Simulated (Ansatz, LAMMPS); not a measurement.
# A frame of aqueous Cs+ and OH-, 1.9 mol of salt per kg of water from 300 K (93 atoms): where an added charge goes, part 2 of 4

Does an extra electron or hole in a frame of aqueous Cs+ and OH-, 1.9 mol of salt per kg of water from 300 K (93 atoms) stay spread out, or do the atoms trap it?

Ansatz 0.2.0; Kohn-Sham DFT, PBE+D3(BJ), PAW (set soft_2), plane waves.

The cell: 31 O, 61 H and 1 Cs. The network of contacts between molecules at the start is that of the classical potential that made the cell. Sampling is at Γ alone, for a cell whose shortest periodic width is 10 Å. No spin–orbit coupling is included. The liquid is relaxed first.

So far. Step 2 (Single point at the start): The r.m.s. force at the start is 0.53 eV/Å. Step 3 (Relaxation): The relaxation converged after 39 steps, 5.86 eV below its start, with a largest force component of 0.018 eV/Å.

## Step 4: Single point at the relaxed geometry

One more single point at the end of the walk gives the fuller output and checks the residual forces.

The input, input.yaml:

```yaml
crystal:
  lattice:
    - [9.76803, 0.0, 0.0]
    - [0.0, 9.76803, 0.0]
    - [0.0, 0.0, 9.76803]
  atoms:
    - { symbol: O, position: [0.70594, 0.26854, 0.34215] }
    - { symbol: H, position: [0.77608, 0.3379, 0.36876] }
    - { symbol: H, position: [0.75427, 0.17964, 0.33205] }
    - { symbol: O, position: [0.83888, 0.42964, 0.6943] }
    - { symbol: H, position: [0.77961, 0.49918, 0.73878] }
    - { symbol: H, position: [0.93164, 0.44913, 0.73184] }
    [... 81 atom lines left out ...]
    - { symbol: O, position: [0.19155, 0.01755, 0.58212] }
    - { symbol: H, position: [0.21224, 0.91789, 0.58927] }
    - { symbol: H, position: [0.11053, 0.03417, 0.6411] }
    - { symbol: O, position: [0.14136, 0.75424, 0.87065] }
    - { symbol: H, position: [0.1352, 0.85317, 0.86069] }
    - { symbol: Cs, position: [0.07281, 0.16946, 0.08529] }
kpoints:
  mp_grid: { grid: [1, 1, 1] }
hamiltonian:
  xc: pbe
  dispersion: d3bj
scf:
  occupations: { method: fixed }
output:
  forces: true
  stress: true
  populations: intrinsic
  dos:
    method: { smearing: { sigma: 0.1 } }
    de: 0.1
    projected: { site_lists: { Cs: [Cs], H: [H], O: [O] } }
  eigenvalues: true
  write_density: true
  write_potential: true
  volumetric_format: npy
```

Run with:

```sh
ansatz run input.yaml --threads 4 --pin off --max-ram 8192MiB --backend cpu --events-out ev --progress --plain --runs-dir out
```

Numbers of over 12 decimals in the logs are rounded to 6 here.

What it wrote:

```text
[...]
Crystal: 93 atoms, lattice volume = 932.011 Å³
Basis set: ecut = 420 eV, 18277 PW (Γ), exchange–correlation on 144×144×144 points (8 copies of the dense FFT grid, shifted against one another)
Bands: 221, of which v1, the nominal top of the filled ones, is band 128 counted from 1 (127 counted from 0)
Symmetry: 1 space group operations
[...]
k-points: 1
[...]
SCF iter   1: F=—  HF=-24251.804284 eV  |F-HF|=—  |Δ(HF+E_count)|=         —  Δρ=2.74e-3  dr2=7.54e-2  ethr=1.77e-3  ⟨swp⟩=5.0  Hψ=787  notcnv=0  defer=90
[...]
SCF iter   9: F=-24251.736799 eV  HF=-24251.736799 eV  |F-HF|=8.59e-9  |Δ(HF+E_count)|=   3.46e-8  Δρ=9.97e-7  dr2=8.12e-9  ethr=3.91e-11  ⟨swp⟩=10.0  Hψ=1286  notcnv=0
SCF 1 converged in 9 iterations: F = -24251.736799 eV  dr2 = 8.12e-9
[...]
WARN: The input density's exchange-correlation potential varies sharply where the density is thin. Do not read a vacuum level from v_tot or v_xc, or from such a field of the output density. On a cell that repeats whose density bears no net charge and no dipole along the vacuum's axis use v_es (v_loc + v_h of the components); [...]
SCF converged after 9 iterations
Free energy (F): -24251.736799 eV
[...]
Internal energy: -24251.736799 eV  (E = F + TS)
E sigma→0 (E₀):  -24251.736799 eV
Fermi energy:    -2.170260 eV
[...]
--- Forces (eV/Å), atoms counted from 1 ---
  atom   1  O      0.00386017     0.00175788     0.00076519
  atom   2  H     -0.00238034    -0.00181366    -0.00044298
  atom   3  H     -0.00103518    -0.00019820     0.00062818
  atom   4  O      0.00667027     0.00097041     0.00171999
  atom   5  H     -0.00207790     0.00163266     0.00115688
  atom   6  H     -0.00440033    -0.00292346    -0.00279966
  atom   7  O      0.00231398    -0.00196124     0.00200478
  atom   8  H     -0.00391739    -0.00516980    -0.00118660
  atom   9  H     -0.00049871     0.00189011     0.00044260
  atom  10  O     -0.00090843    -0.00644037    -0.00127831
  atom  11  H     -0.00127176     0.00654716    -0.00141553
  atom  12  H     -0.00108887    -0.00076562    -0.00125082
  atom  13  O     -0.00030399    -0.00039924     0.00716316
  atom  14  H      0.00135975     0.00159813    -0.00830238
[...]
atom  92  H      0.00085578    -0.00193963     0.00275242
  atom  93  Cs    -0.00187969    -0.00288407     0.00228912
  max |Σ_I F_I| component: 4.59e-5 eV/Å
--- Stress (GPa, compression-positive) ---
       -0.036807      -0.044013       0.134494
       -0.044013       0.159030       0.065178
        0.134494       0.065178      -0.814470
  P = ⅓ Tr σ = -0.2307 GPa (-2.307 kbar)
--- Band table (eV) ---
[...]
--- intrinsic populations: 93 sites ---
  site symbol       q [e]
     0      O      6.7446
     1      H      0.6265
     2      H      0.6233
[...]
92     Cs      8.0976
  spilling = 0.000000 (of n_electrons = 256.000000)
```

The job ended after 9.4 s (4 threads of Arm Neoverse V1, shared host; peak memory 1 GiB).

The program notes that the exchange-correlation potential is rough where the density is thin.

Read from the output:

```yaml
free_energy: -24251.7368 eV
free_energy_per_atom: -260.7714 eV/atom
scf_cycles: 9
pressure: -0.2307 GPa
r_m_s_force_component: 0.0043 eV/Å
longest_force: 0.02209 eV/Å
fermi_energy: -2.17 eV
spacing_of_highest_filled_and_lowest_empty_level: 4.867 eV
```

Intrinsic-atomic-orbital charges by element and coordination:

```
element  coordination  atoms  mean charge (e)  spread   least    most
     Cs           all      1            0.902       0   0.902   0.902
      H           all     61            0.376  0.0086   0.356   0.394
      O           all     31           -0.769  0.0262  -0.854  -0.730
      O             1      1           -0.854       0  -0.854  -0.854
      O             2     24           -0.758  0.0157  -0.793  -0.730
      O             3      6           -0.796   0.013  -0.815  -0.775
```

States in the cell by windows of 1 eV, zero at the Fermi level; the larger projections on atomic orbitals stand beside the total:

```
from (eV)  to (eV)  total   O p   H s   O s
      -18      -17   14.8   0.4   3.0  11.3
      -17      -16    2.0   0.1   0.4   1.6
      -16       -8    0.0   0.0   0.0   0.0
       -8       -7    1.9   1.3   0.6   0.0
       -7       -6   46.6  32.0  13.4   0.1
       -6       -5   17.5   8.8   3.4   0.1
       -5       -4    5.9   4.4   0.8   0.6
       -4       -3   22.9  17.8   2.3   2.4
       -3       -2   27.3  22.9   1.5   2.4
       -2       -1   15.0  14.2   0.2   0.4
       -1        0   53.7  52.8   0.3   0.1
        0        1    1.2   1.2   0.0   0.0
        1        4    0.0   0.0   0.0   0.0
        4        5    2.0   0.0   1.0   0.5
```

With fixed occupations the program's Fermi level is the highest filled level; weight inside the gap is the broadening of levels at its edges.

Between -20 and -18 eV lie 47 more states.

The levels nearest the highest filled one (over half full), pooled over k-points and spins:

```
level less the highest filled one (eV)  occupation
                                -0.407           2
                                -0.369           2
                                -0.291           2
                                -0.143           2
                               -0.0521           2
                                     0           2
                                  4.87           0
                                  6.72           0
                                  6.77           0
                                  6.86           0
                                  6.92           0
                                  6.99           0
```

Electrostatic potential energy in the ab plane at fractional z = 0.082, with atoms of O and H and Cs within 0.2 Å of it. With pseudopotentials it is smooth inside the atoms' cores, unlike the true potential.

Ten even steps from '_' (-39 eV) to '@' (5 eV), each cell a mean:
```
@@@@@@@@@@@@@@@@@@@@@@@@@@%%%%@@@@@@@@@@@@@@@@@@@@@@@@
@@@@@@@@@@@@@@@@@@@@@@@@@@@@@@@@@@@@@@@@@@@@@@@@@@@@@@
@@@@@@@@@@@@@@@@@@@@@@%%%%@@@@@@@@@@%%%%%%@@@@@@@@@@@@
@@@@@@@@@@@@@@@@@@@@@@%%%%@@@@@@@@@@##**##@@@@@@@@@@@@
%%@@@@@@@@@@@@@@@@@@@@@@@@@@@@@@@@@@**::::**##%%@@@@@@
..==%%@@@@@@@@@@@@@@@@@@@@@@@@@@@@@@::____....==%%%%--
__..##@@@@@@@@@@@@@@@@@@@@@@@@@@@@@@==____--::++%%##__
::==%%@@@@@@@@@@@@@@%%%%@@@@@@@@@@@@@@####%%%%@@@@%%==
%%@@@@@@@@@@@@@@@@@@%%%%@@@@@@@@@@@@@@@@@@@@@@@@@@@@%%
%%@@@@@@@@@@@@@@@@@@@@@@@@@@@@@@@@@@@@@@@@@@@@@@@@##**
##@@@@@@@@@@@@@@@@@@@@%%**%%@@@@@@@@@@@@@@@@@@@@%%--__
##@@@@@@@@@@@@@@@@@@@@--..==@@@@@@@@@@@@@@@@@@%%**....
++@@@@@@@@@@@@@@@@@@@@++--**@@%%%%@@@@@@@@%%==--..____
**@@@@@@@@@@@@@@@@@@@@%%%%@@@@++..++**##@@%%::....____
@@@@@@@@@@@@@@@@@@@@@@@@@@@@@@++..____..++@@######****
@@@@@@@@@@@@@@@@@@@@@@@@@@@@@@%%##..____==@@@@@@@@@@@@
%%%%##%%%%@@@@@@@@@@@@@@@@@@@@@@@@**--==%%@@@@@@@@@@@@
++====++##%%@@@@@@@@@@@@@@@@@@@@@@@@@@@@@@@@@@@@@@@@%%
--------==##@@@@@@@@@@@@@@@@@@@@@@@@@@@@@@@@@@@@@@%%**
--====----##%%@@@@@@@@@@@@@@@@@@@@@@@@@@@@@@@@@@@@%%==
----------##%%@@@@@@@@@@@@@@@@@@@@@@@@@@@@@@@@@@@@%%++
==------**%%@@@@@@@@@@@@@@@@@@@@@@@@@@@@@@@@@@@@@@%%##
##****##%%@@@@@@@@@@@@@@@@@@@@@@@@@@@@@@@@@@@@@@@@@@%%
@@%%%%@@@@@@@@@@@@@@@@@@@@@@@@@@@@@@@@@@@@@@@@@@@@@@@@
```
Columns run along a (9.8 Å; values clipped at the 3rd and 97th percentile), rows up along b (9.8 Å). Atoms in or near the plane, at fractional coordinates: O at (0.95, 0.45), H at (0.96, 0.55), H at (0.85, 0.44), O at (0.73, 0.75), H at (0.83, 0.75), O at (0.69, 0.36), H at (0.60, 0.41), Cs at (0.07, 0.17).

Valence density in the ab plane at fractional z = 0.082, with atoms of O and H and Cs within 0.2 Å of it. It is the smooth field of the valence electrons, not physical close to the nuclei.

Ten steps, logarithmic in the rise over the least value, from '_' (0.0 e/Å³) to '@' (6.4 e/Å³), each cell a mean:
```
____________________....::::::::------::..____________
____________________..::::::::..::::::::..____________
__________________..::--::::..__....::--::..__________
::....__________..::::--::..______::==++++--::..__....
++==--..________..------::..____..--**%%%%**==::::--==
%%##++::..____..::======::..____..==%%@@@@%%**==--++##
@@%%**--..____..::--====::..____..==##@@@@##**==--**%%
%%##==::________..--==--::..____..::==****==--::--++##
++==::..________..::----::..______..::::::........--==
--::..____________..::----::..________________..::--==
==::______________::--++**++--..____________..::==****
++::______________::==##%%##==::......____..::==**%%%%
**--..____________::==####**==----------::::==**%%@@@@
**--..____________..::==++==--==********==--++**%%@@@@
==::..______________..::::::::==##%%@@@@##==--==++****
::......____________________..--++%%@@@@##--....::----
::------::..__________________..--**%%##++::..____..::
==++++++==::..__________________::--====::..______..--
**++++**++--..____________________........______..::==
**==::++**==::__________________________________..--++
**++==**++==..__________________________________..::++
++****++==::..__________________......____________::--
--======::..________________....::::::..__________..::
....::....____________....::::::------::..____________
```
Columns run along a (9.8 Å), rows up along b (9.8 Å). Atoms in or near the plane, at fractional coordinates: O at (0.95, 0.45), H at (0.96, 0.55), H at (0.85, 0.44), O at (0.73, 0.75), H at (0.83, 0.75), O at (0.69, 0.36), H at (0.60, 0.41), Cs at (0.07, 0.17).

Between filled and empty levels lie 4.87 eV (at Γ alone); a semilocal functional tends to put such gaps too low. In a disordered cell it changes from sample to sample and from frame to frame. Mean intrinsic-atomic-orbital charges: Cs +0.90, H +0.38, O -0.77 e. The largest share in the top eV of filled states is O p (99 % of the projected weight), and in the lowest eV of empty states H s (54 % of the projected weight).

## Step 5: An extra electron, atoms held

The electron count changes by one with the atoms held: a vertical process, on a uniform background, with spin and a narrow Fermi–Dirac smearing. Its energy against the neutral cell hangs on the program's zero of potential.

The input, input.yaml:

```yaml
crystal:
  lattice:
    - [9.76803, 0.0, 0.0]
    - [0.0, 9.76803, 0.0]
    - [0.0, 0.0, 9.76803]
  atoms:
    [... the 93 atom lines of step 4 ...]
total_charge: -1
kpoints:
  mp_grid: { grid: [1, 1, 1] }
hamiltonian:
  xc: pbe
  dispersion: d3bj
scf:
  occupations: { method: fermi_dirac, width: 0.01 }
  lower_state_search: "off"
output:
  forces: true
  stress: true
  populations: true
  dos:
    method: { smearing: { sigma: 0.15 } }
    de: 0.1
    projected: { site_lists: { Cs: [Cs], H: [H], O: [O] } }
  eigenvalues: true
  write_density: true
  write_potential: true
  volumetric_format: npy
magnetization:
  spin_polarized: true
  initial_magnetization: 1
```

What it wrote:

```text
[...]
Crystal: 93 atoms, lattice volume = 932.011 Å³
Basis set: ecut = 420 eV, 18277 PW (Γ), exchange–correlation on 144×144×144 points (8 copies of the dense FFT grid, shifted against one another)
Bands: 222, of which v1, the nominal top of the filled ones, is band 129 counted from 1 (128 counted from 0)
Symmetry: 1 space group operations
[...]
k-points: 1
[... 7 lines on functional and potentials left out ...]
Starting moments: Σ|m| = 1 μB on 93 of 93 sites
[...]
SCF iter   1: F=—  HF=-24273.937278 eV  |F-HF|=—  |Δ(HF+E_count)|=         —  Δρ=5.00e-2 (↑4.92e-2 ↓5.00e-2)  dr2=8.41e1  dr2_m=1.08e-2  M=1.000 μB ∫|m|=1.010 μB  β_m=1.00  ethr=3.10e-3  ⟨swp⟩=6.0  Hψ=2120  notcnv=0  defer=140
[...]
spin=Collinear: Resta preconditioning applied to the charge; magnetization (m = ρ↑ − ρ↓) channel mixes plain (no charge-response kernel on spin).
SCF iter   2: F=—  HF=-24254.632042 eV  |F-HF|=—  |Δ(HF+E_count)|=         —  Δρ=2.51e-2 (↑2.50e-2 ↓2.51e-2)  dr2=2.10e1  dr2_m=4.02e-4  M=0.984 μB ∫|m|=1.015 μB  β_m=0.30  ethr=3.10e-3  ⟨swp⟩=3.0  Hψ=791  notcnv=0  defer=173
[...]
SCF iter   9: F=—  HF=-24249.082649 eV  |F-HF|=—  |Δ(HF+E_count)|=   2.16e-3  Δρ=2.54e-4 (↑2.54e-4 ↓2.46e-4)  dr2=1.09e-4  dr2_m=5.14e-4  M=-0.008 μB ∫|m|=0.034 μB  β_m=0.30  ethr=2.73e-7  ⟨swp⟩=3.0  Hψ=625  notcnv=0  defer=174
[...]
spin-set hold released at iteration 9 (site moments contracting): the magnetisation degrees of freedom join the quasi-Newton model from the next iteration; the mixer history was flushed
SCF iter  10: F=—  HF=-24249.082992 eV  |F-HF|=—  |Δ(HF+E_count)|=   3.43e-4  Δρ=1.66e-4 (↑1.66e-4 ↓1.59e-4)  dr2=7.08e-5  dr2_m=2.15e-4  M=0.015 μB ∫|m|=0.031 μB  β_m=0.58  ethr=4.26e-8  ⟨swp⟩=3.0  Hψ=480  notcnv=0  defer=174
SCF iter  11: F=—  HF=-24249.084462 eV  |F-HF|=—  |Δ(HF+E_count)|=   1.47e-3  Δρ=3.92e-5 (↑3.92e-5 ↓3.61e-5)  dr2=1.47e-5  dr2_m=1.03e-5  M=0.008 μB ∫|m|=0.013 μB  β_m=0.67  ethr=2.75e-8  ⟨swp⟩=3.0  Hψ=761  notcnv=0  defer=174
[...]
SCF iter  16: F=-24249.084563 eV  HF=-24249.084563 eV  |F-HF|=1.82e-9  |Δ(HF+E_count)|=   2.91e-8  Δρ=6.00e-7 (↑6.00e-7 ↓5.53e-7)  dr2=1.34e-9  dr2_m=2.49e-9  M=0.000 μB ∫|m|=0.000 μB  β_m=0.79  ethr=4.80e-12  ⟨swp⟩=6.5  Hψ=2302  notcnv=0
SCF iter  17: F=-24249.084563 eV  HF=-24249.084563 eV  |F-HF|=0.00e0  |Δ(HF+E_count)|=   1.02e-9  Δρ=1.39e-7 (↑1.39e-7 ↓1.33e-7)  dr2=3.83e-10  dr2_m=5.84e-11  M=-0.000 μB ∫|m|=0.000 μB  ethr=1.00e-12  ⟨swp⟩=6.0  Hψ=2148  notcnv=0
WARN: the starting moments were not kept: the SCF closed with an absolute magnetisation of 2.1e-5 μB, where they sum to 1 μB in size (93 sites). That is at most 0.1 of that sum. Measured as dr2_m measures the in/out step, that magnetisation stands 1.1e-11 eV from none, [...]
SCF 1 converged in 17 iterations: F = -24249.084563 eV  dr2 = 3.83e-10
[...]
SCF converged after 17 iterations
Magnetization: -0.0000 μB (128.5000 up, 128.5000 down)
Absolute magnetization: 0.0000 μB (∫|ρ↑−ρ↓|, with the PAW one-centre terms)
[...]
Per-site moments (μB) at R_I (Å): [(8.798853040347844e-8, 0.409744), (-1.8408124359413574e-8, 0.411671), (-2.0757664937238272e-8, 0.409744), (9.331163234020659e-8, 0.409470), (-1.546131593278848e-8, 0.409470), [...]
Free energy (F): -24249.084563 eV
[...]
Internal energy: -24249.070700 eV  (E = F + TS)
E sigma→0 (E₀):  -24249.077631 eV
Entropy (-TS):   -0.013863 eV (-0.149 meV/atom)
Fermi energy:    2.626360 eV
[...]
Σ components = -24249.084563   (vs F -24249.084563, Δ=0.00e0)
--- Forces (eV/Å), atoms counted from 1 ---
  atom   1  O     -0.04473415     0.02753585     0.01825119
  atom   2  H      0.02735878     0.00188547     0.00384812
  atom   3  H      0.02632884    -0.05189206    -0.00466193
  atom   4  O     -0.01580615    -0.05205213    -0.06352017
[...]
atom  93  Cs     0.01519782    -0.03801844    -0.01008919
  max |Σ_I F_I| component: 4.97e-6 eV/Å
--- Stress (GPa, compression-positive) ---
        0.219654      -0.027928       0.144874
       -0.027928       0.430307       0.046177
        0.144874       0.046177      -0.503171
  P = ⅓ Tr σ = 0.0489 GPa (0.489 kbar)
--- Band table (eV) ---
[...]
--- Löwdin populations: 93 sites ---
  site symbol       q [e]    m [muB]
     0      O      6.6833     0.0000
     1      H      0.6252    -0.0000
     2      H      0.6219    -0.0000
[...]
92     Cs      8.2834     0.0000
  spilling = 0.010562 (of n_electrons = 257.000000)
```

The job ended after 28 s (4 threads; peak memory 1.5 GiB).

The program notes that starting moments were not kept.

An extra electron, atoms held: the energy stands 2.65 eV above that of the reference. An odd electron should give 1 μB; this run ended with the carrier shared between both spins.

The levels nearest the highest filled one (over half full), pooled over k-points and spins:

```
level less the highest filled one (eV)  occupation
                                 -4.73           1
                                 -4.73           1
                                     0         0.5
                                     0         0.5
                                  1.87           0
                                  1.87           0
                                  1.90           0
                                  1.90           0
```

(Part 2 of 4 ends here.)

[Logs are printed without paths, hosts, clocks, repeated set-up lines and the standing remarks that a program may print on its own settings, such as how far it seeks lower states.]

[Hosts, paths, dates, database ids (printed as entryN), source tags and the programs' standing remarks are cut or masked in the printed files.]
